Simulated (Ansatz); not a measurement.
# Phonons of Pd-Ti stack of (100) layers

The plan: relax Pd-Ti stack of (100) layers, check its phonons, and, if the lattice is stable, compute its Eliashberg function and ρ(T).

Method: DFT LDA, scalar-relativistic, plane waves, PAW; PAW set soft_1, in Ansatz 0.2.0.

## 1. The structure

The cell holds 2 atoms: 1 Pd and 1 Ti. Cell: a = 2.923 Å, b = 2.923 Å, c = 13.067 Å, α = 90.0°, β = 90.0°, γ = 90.0°. Vacuum lies along c.

## 2. Rough relaxation

Large forces or a large pressure at the start call for a first relaxation with loose thresholds.

input.yaml reads:

```yaml
crystal:
  lattice:
    - [2.92265, 0.0, 0.0]
    - [0.0, 2.92265, 0.0]
    - [0.0, 0.0, 13.06663]
  atoms:
    - { symbol: Pd, position: [0.0, 0.0, 0.4209196] }
    - { symbol: Ti, position: [0.5, 0.5, 0.5790804] }
  periodic: [true, true, false]
kpoints:
  mp_grid: { grid: [6, 6, 1] }
hamiltonian:
  xc: lda
  pseudopotentials: { kind: paw, azcp: { folder: soft_1 }, xc_functional: pbe }
scf:
  occupations: { method: gaussian, width: 0.1 }
output:
  forces: true
  stress: true
  eigenvalues: true
relax:
  adjacent_minimum: "off"
  f_tol: 0.05
  max_steps: 80
  cell: { stress_2d_tol: 0.02 }
```

On the command line:

```bash
$ ansatz run input.yaml --threads 4 --pin off --max-ram 12288MiB --backend cpu --events-out ev --progress --plain --runs-dir out
```

Numbers of over 12 decimals in the logs are rounded to 6 here.

The log of the run:

```text
Warning: crystal.periodic: the lattice vector that does not repeat stood 0.000° off the slab's normal, 13.067 Å along it as the deck builds it. The run solves the slab on a vector along the normal, 27.933 Å long, with every atom where it was (on the deck's vector they left 11.00 Å outside them, and the widest stretch free of ions among them is 2.07 Å). A fractional position that the run reports is one of the run's ce [...]
The last accepted step is kept in <dir> (removed where the run ends without a failure and the disk answers)
crystal.periodic: the lattice vector that does not repeat stood 0.000° off the slab's normal, 13.067 Å along it as the deck builds it. The run solves the slab on a vector along the normal, 27.933 Å long, with every atom where it was (on the deck's vector they left 11.00 Å outside them, and the widest stretch free of ions among them is 2.07 Å). A fractional position that the run reports is one of the run's cell, which [...]
Engine: ansatz 0.2.0, aarch64-unknown-linux-gnu
Pseudopotentials: kind: paw
Pseudopotential: Pd, paw, valence charge 18, recommended cutoff 420 eV (normal), soft_1/Pd.paw.azcp
Pseudopotential: Ti, paw, valence charge 12, recommended cutoff 420 eV (normal), soft_1/Ti.paw.azcp
Functional definition: SPW92
  exchange = slater_x
  correlation = pw_c
Crystal: 2 atoms, lattice volume = 238.603 Å³
Basis set: ecut = 420 eV, 4593 PW (Γ)
Bands: 19, of which v1, the nominal top of the filled ones, is band 15 counted from 1 (14 counted from 0)
Symmetry: 8 space group operations
Space group: P4mm (ITA 99), of the structure as read, at distance tolerance 6.2e-5 Å
k-points: 10 of 36
Non-local potential: Pd, projectors of the file, l = 0: 2, l = 1: 2, l = 2: 2, l = 3: 1
Non-local potential: Ti, projectors of the file, l = 0: 3, l = 1: 2, l = 2: 3, l = 3: 1
PAW form: soft (Blöchl's): semilocal exchange-correlation on the pseudo side does not see the compensation charge
PAW frozen core: Pd, regenerated for the run's functional, and the local potential with it (the file was generated under x = pbe(κ = 0.804, μ = 0.219515), c = pbe(β = 0.066725))
PAW frozen core: Ti, regenerated for the run's functional, and the local potential with it (the file was generated under x = pbe(κ = 0.804, μ = 0.219515), c = pbe(β = 0.066725))
PAW one-centre angular grid: Pd, 590 points (default); XC on 64 Gauss nodes
PAW one-centre angular grid: Ti, 590 points (default); XC on 64 Gauss nodes
Initial density: superposition of atomic densities (neutral atoms: chi_scale 0, normalization atom)
Initial wavefunctions: pseudopotential atomic-orbital guess
Functional: x = slater, c = lda
SCF iter   1: F=—  HF=-9300.126636 eV  |F-HF|=—  |Δ(HF+E_count)|=         —  Δρ=1.81e-1  dr2=3.43e2  ethr=3.10e-3  ⟨swp⟩=11.5  Hψ=1395  notcnv=0
preconditioner: auto → LDOS  [metal: Δε(μ)=0.042 eV  Ē_g=2.639 eV  σ=0.100 eV  W_gap=0.23  n_scr=16 (ndim 8)  ℏωp=9.0 eV  f_vac=0.764  D(μ)=3.15/eV (n_scr^D=12)  β→1.0]
SCF iter   2: F=—  HF=-9303.404977 eV  |F-HF|=—  |Δ(HF+E_count)|=    3.28e0  Δρ=1.22e-1  dr2=5.94e1  ethr=3.10e-3  ⟨swp⟩=5.1  Hψ=669  notcnv=0  defer=1
SCF iter   3: F=—  HF=-9295.936747 eV  |F-HF|=—  |Δ(HF+E_count)|=    7.47e0  Δρ=7.10e-2  dr2=3.15e1  ethr=3.10e-3  ⟨swp⟩=4.0  Hψ=579  notcnv=0
SCF iter   4: F=—  HF=-9293.484063 eV  |F-HF|=—  |Δ(HF+E_count)|=    2.45e0  Δρ=3.00e-2  dr2=1.30e1  ethr=3.10e-3  ⟨swp⟩=3.1  Hψ=559  notcnv=0
SCF iter   5: F=—  HF=-9293.187747 eV  |F-HF|=—  |Δ(HF+E_count)|=   2.96e-1  Δρ=2.50e-2  dr2=6.33e0  ethr=3.10e-3  ⟨swp⟩=1.9  Hψ=305  notcnv=0
SCF iter   6: F=—  HF=-9292.874341 eV  |F-HF|=—  |Δ(HF+E_count)|=   3.13e-1  Δρ=8.92e-3  dr2=9.38e-1  ethr=3.10e-3  ⟨swp⟩=2.8  Hψ=314  notcnv=0
SCF iter   7: F=—  HF=-9292.810899 eV  |F-HF|=—  |Δ(HF+E_count)|=   6.34e-2  Δρ=2.82e-3  dr2=1.56e-2  ethr=3.10e-3  ⟨swp⟩=2.0  Hψ=351  notcnv=0
SCF iter   8: F=—  HF=-9292.808282 eV  |F-HF|=—  |Δ(HF+E_count)|=   2.62e-3  Δρ=1.01e-3  dr2=4.36e-3  ethr=5.18e-5  ⟨swp⟩=3.8  Hψ=479  notcnv=0
SCF iter   9: F=—  HF=-9292.809005 eV  |F-HF|=—  |Δ(HF+E_count)|=   7.23e-4  Δρ=7.31e-4  dr2=6.27e-3  ethr=1.45e-5  ⟨swp⟩=1.4  Hψ=215  notcnv=0
SCF iter  10: F=—  HF=-9292.808882 eV  |F-HF|=—  |Δ(HF+E_count)|=   1.23e-4  Δρ=4.86e-4  dr2=9.71e-4  ethr=1.45e-5  ⟨swp⟩=1.6  Hψ=204  notcnv=0
SCF iter  11: F=—  HF=-9292.808903 eV  |F-HF|=—  |Δ(HF+E_count)|=   2.09e-5  Δρ=4.28e-4  dr2=1.30e-3  ethr=3.24e-6  ⟨swp⟩=2.1  Hψ=261  notcnv=0
SCF iter  12: F=—  HF=-9292.808876 eV  |F-HF|=—  |Δ(HF+E_count)|=   2.69e-5  Δρ=2.50e-4  dr2=4.70e-4  ethr=3.24e-6  ⟨swp⟩=1.3  Hψ=194  notcnv=0
SCF iter  13: F=—  HF=-9292.808867 eV  |F-HF|=—  |Δ(HF+E_count)|=   9.32e-6  Δρ=9.46e-5  dr2=7.15e-5  ethr=1.57e-6  ⟨swp⟩=1.7  Hψ=241  notcnv=0
SCF iter  14: F=—  HF=-9292.808851 eV  |F-HF|=—  |Δ(HF+E_count)|=   1.61e-5  Δρ=1.41e-5  dr2=6.41e-7  ethr=2.38e-7  ⟨swp⟩=1.7  Hψ=232  notcnv=0
SCF iter  15: F=-9292.808852 eV  HF=-9292.808852 eV  |F-HF|=1.99e-7  |Δ(HF+E_count)|=   8.32e-7  Δρ=4.98e-6  dr2=4.38e-8  ethr=3.33e-10  ⟨swp⟩=7.3  Hψ=1243  notcnv=0
SCF 1 converged in 15 iterations: F = -9292.808852 eV  dr2 = 4.38e-8
  greatest PAW one-centre occupation: 0.999 electrons in one spin orbital (limit 2), on the Pd atom at site 0 (counted from 0), in its partial waves of l = 0
relax step   1: F+E_penalty+E_count = -9292.80885182 eV  Δ(F+E_penalty+E_count) = +0.000e0 eV  max|allowed force component| = 1.978e0 eV/Å  Δτ_max = 0.0000 Å  P = -12.116 N/m  Ω = 238.603 Å³  fix = [c, alpha, beta]  reactions: c +0.000 N/m  (15 SCF iters, dr2 threshold 1.00e-7 eV, accepted)
Crystal: 2 atoms, lattice volume = 228.627 Å³
Basis set: ecut = 420 eV, 4481 PW (Γ)
Initial density: handed on by an earlier stage of this run
Initial wavefunctions: those handed on with the density
SCF iter   1: F=—  HF=-9293.664557 eV  |F-HF|=—  |Δ(HF+E_count)|=         —  Δρ=2.20e-2  dr2=2.27e0  ethr=3.10e-3  ⟨swp⟩=9.5  Hψ=1185  notcnv=0
preconditioner: auto → LDOS  [metal: Δε(μ)=0.034 eV  Ē_g=3.674 eV  σ=0.100 eV  W_gap=0.19  n_scr=16 (ndim 8)  ℏωp=9.2 eV  f_vac=0.784  D(μ)=6.51/eV (n_scr^D=40)  β→1.0]
SCF iter   2: F=—  HF=-9293.556888 eV  |F-HF|=—  |Δ(HF+E_count)|=   1.08e-1  Δρ=8.53e-3  dr2=1.02e0  ethr=3.10e-3  ⟨swp⟩=2.7  Hψ=397  notcnv=0
SCF iter   3: F=—  HF=-9293.528557 eV  |F-HF|=—  |Δ(HF+E_count)|=   2.83e-2  Δρ=8.26e-3  dr2=2.08e-1  ethr=3.10e-3  ⟨swp⟩=2.8  Hψ=336  notcnv=0
SCF iter   4: F=—  HF=-9293.502886 eV  |F-HF|=—  |Δ(HF+E_count)|=   2.57e-2  Δρ=1.95e-3  dr2=3.16e-2  ethr=6.95e-4  ⟨swp⟩=2.7  Hψ=388  notcnv=0
[...]
SCF iter   5: F=—  HF=-9293.742116 eV  |F-HF|=—  |Δ(HF+E_count)|=   1.53e-3  Δρ=9.59e-4  dr2=4.31e-3  ethr=6.29e-6  ⟨swp⟩=3.7  Hψ=476  notcnv=0  defer=2
SCF iter   6: F=—  HF=-9293.741737 eV  |F-HF|=—  |Δ(HF+E_count)|=   3.80e-4  Δρ=2.83e-4  dr2=1.27e-4  ethr=6.29e-6  ⟨swp⟩=3.1  Hψ=323  notcnv=0  defer=2
SCF iter   7: F=—  HF=-9293.741825 eV  |F-HF|=—  |Δ(HF+E_count)|=   8.86e-5  Δρ=1.58e-4  dr2=6.43e-5  ethr=4.25e-7  ⟨swp⟩=3.5  Hψ=396  notcnv=0  defer=2
SCF iter   8: F=—  HF=-9293.741828 eV  |F-HF|=—  |Δ(HF+E_count)|=   3.21e-6  Δρ=4.48e-5  dr2=1.23e-5  ethr=2.14e-7  ⟨swp⟩=2.8  Hψ=312  notcnv=0  defer=2
SCF iter   9: F=—  HF=-9293.741831 eV  |F-HF|=—  |Δ(HF+E_count)|=   2.93e-6  Δρ=2.47e-5  dr2=1.15e-6  ethr=4.09e-8  ⟨swp⟩=3.0  Hψ=322  notcnv=0  defer=2
SCF iter  10: F=-9293.741832 eV  HF=-9293.741832 eV  |F-HF|=3.22e-7  |Δ(HF+E_count)|=   1.72e-7  Δρ=7.05e-6  dr2=6.20e-8  ethr=6.67e-10  ⟨swp⟩=13.6  Hψ=1199  notcnv=0
SCF 3 converged in 10 iterations: F = -9293.741832 eV  dr2 = 6.20e-8
relax step   3: F+E_penalty+E_count = -9293.74183186 eV  Δ(F+E_penalty+E_count) = -2.400e-1 eV  max|allowed force component| = 4.339e-1 eV/Å  Δτ_max = 0.0344 Å  P = -2.132 N/m  Ω = 206.428 Å³  energy of the carried Pulay correction = +6.291e-4 eV  fix = [c, alpha, beta]  reactions: c -0.000 N/m  (10 SCF iters, dr2 threshold 2.00e-7 eV, accepted)
[...]
relax step   4: F+E_penalty+E_count = -9293.76039515 eV  Δ(F+E_penalty+E_count) = -1.856e-2 eV  max|allowed force component| = 5.151e-1 eV/Å  Δτ_max = 0.1232 Å  P = +2.541 N/m  Ω = 185.257 Å³  energy of the carried Pulay correction = +1.095e-3 eV  fix = [c, alpha, beta]  reactions: c +0.000 N/m  (11 SCF iters, dr2 threshold 2.00e-7 eV, accepted)
[...]
relax step   5: F+E_penalty+E_count = -9293.80944683 eV  Δ(F+E_penalty+E_count) = -4.905e-2 eV  max|allowed force component| = 5.103e-2 eV/Å  Δτ_max = 0.0665 Å  P = -0.922 N/m  Ω = 196.420 Å³  energy of the carried Pulay correction = +8.439e-4 eV  fix = [c, alpha, beta]  reactions: c -0.000 N/m  (9 SCF iters, dr2 threshold 2.00e-7 eV, accepted)
[...]
relax step   6: F+E_penalty+E_count = -9293.81298048 eV  Δ(F+E_penalty+E_count) = -3.534e-3 eV  max|allowed force component| = 1.149e-2 eV/Å  Δτ_max = 0.0092 Å  P = -0.062 N/m  Ω = 193.825 Å³  energy of the carried Pulay correction = +9.012e-4 eV  fix = [c, alpha, beta]  reactions: c -0.000 N/m  (8 SCF iters, dr2 threshold 2.00e-7 eV, accepted)
[...]
relax step   7: F+E_penalty+E_count = -9293.81301661 eV  Δ(F+E_penalty+E_count) = -3.613e-5 eV  max|allowed force component| = 3.141e-4 eV/Å  Δτ_max = 0.0013 Å  P = +0.002 N/m  Ω = 193.593 Å³  energy of the carried Pulay correction = +9.064e-4 eV  fix = [c, alpha, beta]  reactions: c +0.000 N/m  (7 SCF iters, dr2 threshold 6.69e-9 eV, accepted)
Initial wavefunctions: pseudopotential atomic-orbital guess (no wavefunctions were taken with the density)
iter 1 solved again at ethr=1.02e-6 eV; its pass at ethr=3.10e-3 eV (dr2=3.05e-4 eV) is discarded
SCF iter   1: F=—  HF=-9293.811578 eV  |F-HF|=—  |Δ(HF+E_count)|=         —  Δρ=1.08e-4  dr2=3.05e-6  ethr=1.02e-6  ⟨swp⟩=4.9  Hψ=2137  notcnv=0
preconditioner: auto → LDOS  [metal: Δε(μ)=0.023 eV  Ē_g=4.449 eV  σ=0.100 eV  W_gap=0.13  n_scr=16 (ndim 8)  ℏωp=10.0 eV  f_vac=0.775  D(μ)=3.25/eV (n_scr^D=14)  β→1.0]
SCF iter   2: F=—  HF=-9293.811576 eV  |F-HF|=—  |Δ(HF+E_count)|=   2.41e-6  Δρ=3.40e-5  dr2=1.76e-6  ethr=1.02e-8  ⟨swp⟩=3.9  Hψ=463  notcnv=0
SCF iter   3: F=—  HF=-9293.811576 eV  |F-HF|=—  |Δ(HF+E_count)|=   2.22e-7  Δρ=1.96e-5  dr2=1.03e-6  ethr=5.88e-9  ⟨swp⟩=2.9  Hψ=399  notcnv=0
SCF iter   4: F=—  HF=-9293.811576 eV  |F-HF|=—  |Δ(HF+E_count)|=   1.05e-7  Δρ=8.64e-6  dr2=1.38e-7  ethr=3.44e-9  ⟨swp⟩=2.8  Hψ=301  notcnv=0
SCF iter   5: F=—  HF=-9293.811576 eV  |F-HF|=—  |Δ(HF+E_count)|=   1.09e-8  Δρ=2.26e-6  dr2=9.35e-9  ethr=4.59e-10  ⟨swp⟩=3.4  Hψ=423  notcnv=0
SCF iter   6: F=—  HF=-9293.811576 eV  |F-HF|=—  |Δ(HF+E_count)|=   5.91e-9  Δρ=6.17e-7  dr2=2.03e-9  ethr=3.12e-11  ⟨swp⟩=3.0  Hψ=367  notcnv=0
SCF iter   7: F=—  HF=-9293.811576 eV  |F-HF|=—  |Δ(HF+E_count)|=   1.80e-9  Δρ=1.28e-7  dr2=7.40e-11  ethr=6.75e-12  ⟨swp⟩=3.1  Hψ=361  notcnv=0
SCF iter   8: F=—  HF=-9293.811576 eV  |F-HF|=—  |Δ(HF+E_count)|=  3.77e-10  Δρ=4.93e-8  dr2=7.74e-12  ethr=1.00e-12  ⟨swp⟩=2.0  Hψ=273  notcnv=0
SCF iter   9: F=-9293.811576 eV  HF=-9293.811576 eV  |F-HF|=2.91e-11  |Δ(HF+E_count)|=  1.46e-11  Δρ=2.23e-8  dr2=1.26e-12  ethr=1.00e-12  ⟨swp⟩=11.2  Hψ=1215  notcnv=0
SCF 8 converged in 9 iterations: F = -9293.811576 eV  dr2 = 1.26e-12
relax step   8: F+E_penalty+E_count = -9293.81157571 eV  Δ(F+E_penalty+E_count) = +1.441e-3 eV  max|allowed force component| = 1.209e-3 eV/Å  Δτ_max = 0.0000 Å  P = +0.009 N/m  Ω = 193.593 Å³  fix = [c, alpha, beta]  reactions: c +0.000 N/m  stress off target by 8.54e-3 N/m on what of the cell is left free  SCF on the basis re-selected at this cell (its energy is not comparable with the rows above)  (9 SCF iters)
basis re-selected at this cell: Δ(F+E_penalty+E_count) = +1.441e-3 eV, ΔP = +0.007 N/m vs the last step (what re-selecting the basis moved, of the pressure what is left beyond the Pulay correction that the steps carried, after the strain that the cell walked since its last selection, with what the two solves' SCF thresholds leave and, on support functions, any second-order correction that the steps lacked; it is no measure of the basis error at this ecutwfc). The dense FFT grid was sized anew with the basis: this SCF ran on 18×18×192 points, the steps before it on 20×20×192, so part of this shift can come from that change (see relax.cell in the input reference). [rest of the remark cut]
SCF converged after 9 iterations
Free energy (F): -9293.811576 eV
Harris-Foulkes:  -9293.811576 eV  (|F-HF|=2.91e-11)
Internal energy: -9293.795340 eV  (E = F + TS)
E sigma→0 (E₀):  -9293.803458 eV
Entropy (-TS):   -0.016236 eV (-8.118 meV/atom)
Fermi energy:    -4.766868 eV
--- Per-component energies (eV) ---
  E_band       = -958.169194
  E_kinetic    = 734.083119
  E_local      = -71238.646655  (includes V_loc(G=0)·N_el)
  E_nonlocal   = 441.295972
  E_hartree    = 35015.541372
  E_xc         = -252.891584
  E_vxc        = -319.994126  (∫ρ·V_xc dr)
  E_paw        = -4678.027243  (= ΣΔE_a)
  E_vpaw       = -605.990464  (= ΣTr[D̂ρ^β])
  E_aug_tail   = 0.000107  (compensation charges beyond the density's cutoff)
  E_ewald      = 30683.842887
  E_core_change = 1.006685  (= ΣΔE_core)
  E_smearing   = -0.016236  (= −TS)
  E_closure    = 0.000000  (closes the sum)
  Σ components = -9293.811576   (vs F -9293.811576, Δ=0.00e0)
--- Forces (eV/Å), atoms counted from 1 ---
  atom   1  Pd     0.00000000     0.00000000    -0.00111136
  atom   2  Ti    -0.00000000     0.00000000     0.00130634
  max |Σ_I F_I| component: 1.95e-4 eV/Å
--- 2D stress c σ (N/m, compression-positive) ---
        0.008537       0.000000      -0.000000
        0.000000       0.008537       0.000000
       -0.000000       0.000000       0.000000
  P = ½ c Tr σ = 0.0085 N/m
--- Band table (eV; the first three rows and the last of 10) ---
  k-point 0: bands = [... 11 lower, -6.5766, -6.5766, -6.1466, -5.8304, -5.4944, -4.7466, -3.0251, -1.9809]
  k-point 1: bands = [... 11 lower, -7.4254, -6.5261, -5.9354, -5.6663, -5.3528, -4.4976, -3.3872, -1.9022]
  k-point 2: bands = [... 11 lower, -6.8365, -6.7399, -6.3963, -5.4762, -4.8792, -3.4447, -2.6197, -2.2634]
  k-point 9: bands = [... 11 lower, -8.3529, -5.0581, -4.3419, -4.0624, -4.0624, -2.2013, 0.1269, 1.1195]
--- Relaxed structure (7 steps of the walk, 7 accepted, 1 SCFs on fresh bases) ---
  F+E_penalty+E_count = -9293.81157571 eV   max|allowed force component| = 1.209e-3 eV/Å   (the final SCF, on the basis selected at the relaxed cell)
  cell:  # Å, volume = 193.5928 Å³
    - [2.632594, 0, 0]
    - [0, 2.632594, 0.0]
    - [0, 0.0, 27.933257]
  atoms:
    - { symbol: Pd, position: [0, 0, 0.200241] }
    - { symbol: Ti, position: [0.500000, 0.500000, 0.267540] }
```

It took 12 s on 4 threads of Arm Neoverse V1, shared host; peak memory 0.47 GiB; 44 s of CPU time.

Step by step:

| step | energy less that of the first step (eV) | largest force component (eV/Å) | volume (Å³) |
| --- | --- | --- | --- |
| 1 | 0.0000 | 1.9781 | 238.60 |
| 2 | -0.6930 | 0.1221 | 228.63 |
| 3 | -0.9330 | 0.4339 | 206.43 |
| 4 | -0.9515 | 0.5151 | 185.26 |
| 5 | -1.0006 | 0.0510 | 196.42 |
| 6 | -1.0041 | 0.0115 | 193.82 |
| 7 | -1.0042 | 0.0003 | 193.59 |
| 8* | -1.0027 | 0.0012 | 193.59 |

Relaxation steps marked * repeat the geometry before them on a plane-wave basis chosen anew for their cell, so energy and pressure can jump there.

The run keeps the 8 symmetry operations that it works with, so distortions that break them were not tested.

| cell as run | before | after | change |
| --- | --- | --- | --- |
| a (Å) | 2.923 | 2.633 | -9.9 % |
| b (Å) | 2.923 | 2.633 | -9.9 % |

The atoms that moved most (Å, along periodic axes as changes of fractional coordinates times the final cell, across vacuum about the mean position):

| atom | dx | dy | dz | length |
| --- | --- | --- | --- | --- |
| Pd1 | 0.000 | 0.000 | 0.093 | 0.093 |
| Ti2 | 0.000 | 0.000 | -0.093 | 0.093 |

The relaxed structure:

```cif
data_structure
_symmetry_space_group_name_H-M 'P 1'
_symmetry_Int_Tables_number 1
_cell_length_a 2.6326
_cell_length_b 2.6326
_cell_length_c 27.9333
_cell_angle_alpha 90.000
_cell_angle_beta 90.000
_cell_angle_gamma 90.000
_cell_volume 193.59
loop_
_atom_site_label
_atom_site_type_symbol
_atom_site_fract_x
_atom_site_fract_y
_atom_site_fract_z
_atom_site_occupancy
Pd1 Pd 0.00000 0.00000 0.20024 1
Ti2 Ti 0.50000 0.50000 0.26754 1
```

This step gave:

| Item | Value |
| --- | --- |
| metallic on mesh | yes |
| gap on the k-mesh | 0 eV |

The relaxation ends with a largest force component of 0.0012 eV/Å.

## 3. Relaxing cell and atoms

The structure is brought to rest under this functional.

input.yaml, the sections that differ from step 2:

```yaml
crystal:
  lattice:
    - [2.6325938374, 0.0, 0.0]
    - [0.0, 2.6325938374, 0.0]
    - [0.0, 0.0, 27.9332573082]
  atoms:
    - { symbol: Pd, position: [0.0, 0.0, 0.2002405277] }
    - { symbol: Ti, position: [0.5, 0.5, 0.2675398624] }
  periodic: [true, true, false]
kpoints:
  mp_grid: { grid: [12, 12, 1] }
relax:
  adjacent_minimum: "off"
  f_tol: 0.005
  max_steps: 80
  cell: { stress_2d_tol: 0.02 }
# hamiltonian, scf, output: as in step 2
```

The log of the run:

```text
[the first part of the log is left out]
  E_xc         = -252.784857
  E_vxc        = -319.854491  (∫ρ·V_xc dr)
  E_paw        = -4678.058195  (= ΣΔE_a)
  E_vpaw       = -606.022550  (= ΣTr[D̂ρ^β])
  E_aug_tail   = 0.000107  (compensation charges beyond the density's cutoff)
  E_ewald      = 30591.534491
  E_core_change = 1.006685  (= ΣΔE_core)
  E_smearing   = -0.014735  (= −TS)
  E_closure    = -0.000000  (closes the sum)
  Σ components = -9293.758145   (vs F -9293.758145, Δ=0.00e0)
--- Forces (eV/Å), atoms counted from 1 ---
[...]
--- 2D stress c σ (N/m, compression-positive) ---
        0.000749      -0.000000       0.000000
       -0.000000       0.000749      -0.000000
        0.000000      -0.000000       0.000000
  P = ½ c Tr σ = 0.0007 N/m
--- Band table (eV; the first three rows and the last of 28) ---
[...]
--- Relaxed structure (3 steps of the walk, 3 accepted, 1 SCFs on fresh bases) ---
[...]
cell:  # Å, volume = 194.0014 Å³
    - [2.635370, 0, 0]
    - [0, 2.635370, 0.0]
    - [0, 0.0, 27.9332573082]
  atoms:
    - { symbol: Pd, position: [0, 0, 0.200094] }
    - { symbol: Ti, position: [0.5, 0.5, 0.267686] }
```

Wall time 16 s (4 threads); peak memory 0.48 GiB; 60 s of CPU time.

The steps of the relaxation:

| step | energy less that of the first step (eV) | largest force component (eV/Å) | volume (Å³) |
| --- | --- | --- | --- |
| 1 | 0.0000 | 0.0774 | 193.59 |
| 2 | -0.0004 | 0.0170 | 194.08 |
| 3 | -0.0005 | 0.0004 | 194.00 |
| 4 | -0.0005 | 0.0004 | 194.00 |

The log counts 1 steps on a newly chosen plane-wave basis, not all of them marked here; energy and pressure can jump at such steps.

| cell as run | before | after | change |
| --- | --- | --- | --- |
| a (Å) | 2.633 | 2.635 | +0.1 % |
| b (Å) | 2.633 | 2.635 | +0.1 % |

The relaxed structure:

```
Pd Ti
1.0
     2.63537    0.00000    0.00000
     0.00000    2.63537    0.00000
     0.00000    0.00000   27.93326
Pd Ti
1 1
Direct
  0.00000 0.00000 0.20009
  0.50000 0.50000 0.26769
```

The relaxation ends with a largest force component of 3.9e-4 eV/Å.

[end of part 1 of 2]

[Logs are printed without paths, hosts, clocks, repeated set-up lines and the standing remarks that a program may print on its own settings, such as how far it seeks lower states.]

[Hosts, paths, dates, database ids (printed as entryN), source tags and the programs' standing remarks are cut or masked in the printed files.]
